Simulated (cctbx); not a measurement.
# Diagnosing a refinement

Cell a = 8.5770 Å, b = 8.5770 Å, c = 12.7340 Å, α = 90.00°, β = 90.00°, γ = 120.00°; space group R-3m (no. 166). The compound is Yb2Tl2Co15.

Simulated single-crystal data (cctbx): Cu Kα, λ = 1.54184 Å, to d = 0.8 Å, 95 % of the full sphere, strongest reflection 40000 counts, noise from counting, a 3 % proportional error and a noise floor of 2 counts (s.d.); no absorption.

An anisotropic refinement with weights 1/σ² prints:

```text
Rint 0.027, 230 unique reflections to 0.80 A
cycle     R1     wR2    GooF  max shift (A)
   1  0.3696  0.7145  48.083   0.01262
   3  0.0962  0.2739  18.432   0.00004
final R1 0.0962 wR2 0.2739 GooF 18.432  parameters 21  data/parameter 11.0
atom        x        y        z      Ueq    occ   su(xyz)  su(Uiso or U11)
Yb1    0.33333  0.66667  0.55716  -0.0039  1.000  0.00025  0.0013  NPD
Tl1    0.33333  0.66667  0.30571   0.0215  1.000  0.00032  0.0017
Co1    0.16802  0.83198  0.18025   0.0175  1.000  0.00070  0.0033
Co2    0.28708  0.28708  0.00000   0.0159  1.000  0.00094  0.0029
Co3    0.83333  0.16667  0.16667   0.0127  1.000  0.00000  0.0038
difference map: max 26.13 min -4.58 rms 1.68
Q1    0.0000  0.0000  0.1114    6   26.14  0.02 A from Yb1
Q2    0.0000  0.2742  0.0000   18    7.17  0.11 A from Co2
Q3    0.0151  0.5076  0.1578   18    4.94  0.11 A from Co1
Q4    0.0000  0.0000  0.3447    6    2.77  0.21 A from Tl1
Q5    0.0000  0.5000  0.5000    9    2.52  0.00 A from Co3
Q6    0.0498  0.5249  0.7157   18    1.97  1.38 A from Co2
```

**Question.** Can this result stand? If not, what is the likely fault?

Mend it. The fault: elements exchanged: Tl1 is Yb and Yb1 is Tl. Against the right model at the same level, R1 goes from 0.0062 to 0.0962 and GooF from 0.99 to 18.43, U of Yb1 shrinks from 0.0137 to -0.0039 Å², U of Tl1 swells from 0.0113 to 0.0215 Å², the top difference peak, 26.1 e/Å³, lies on Yb1 and Yb1 goes non-positive-definite. Tl1 has 11 electrons too many and its U swells to shed them, as expected; Yb1 has 11 electrons too few and its U shrinks to make up, as expected.

The compound is Yb2Tl2Co15. The right model at the same level gives:

```text
Rint 0.027, 230 unique reflections to 0.80 A
cycle     R1     wR2    GooF  max shift (A)
   1  0.0139  0.0385   2.589   0.00053
   2  0.0062  0.0148   0.994   0.00000
final R1 0.0062 wR2 0.0148 GooF 0.994  parameters 21  data/parameter 11.0
atom        x        y        z      Ueq    occ   su(xyz)  su(Uiso or U11)
Tl1    0.33333  0.66667  0.55710   0.0137  1.000  0.00001  0.0001
Yb1    0.33333  0.66667  0.30620   0.0113  1.000  0.00002  0.0001
Co1    0.16882  0.83118  0.18035   0.0198  1.000  0.00004  0.0002
Co2    0.28559  0.28559  0.00000   0.0175  1.000  0.00005  0.0001
Co3    0.83333  0.16667  0.16667   0.0174  1.000  0.00000  0.0002
difference map: max 0.30 min -0.43 rms 0.09
Q1    0.0718  0.1435  0.8327   18    0.30  1.30 A from Tl1
Q2    0.1000  0.2000  0.2917   18    0.30  1.72 A from Yb1
Q3    0.0871  0.5435  0.2764   18    0.27  1.69 A from Co1
Q4    0.0972  0.1944  0.5285   18    0.27  1.14 A from Co1
Q5    0.0422  0.0845  0.3067   18    0.25  0.93 A from Yb1
Q6    0.0538  0.5269  0.7415   18    0.24  1.41 A from Co1
```

The model is made up (kin elements in a known structure type, no relaxation), so it says nothing on whether the phase exists.

[Middle refinement cycles are left out of these outputs.]

[Logs are printed without paths, hosts, clocks, repeated set-up lines and the standing remarks that a program may print on its own settings, such as how far it seeks lower states.]
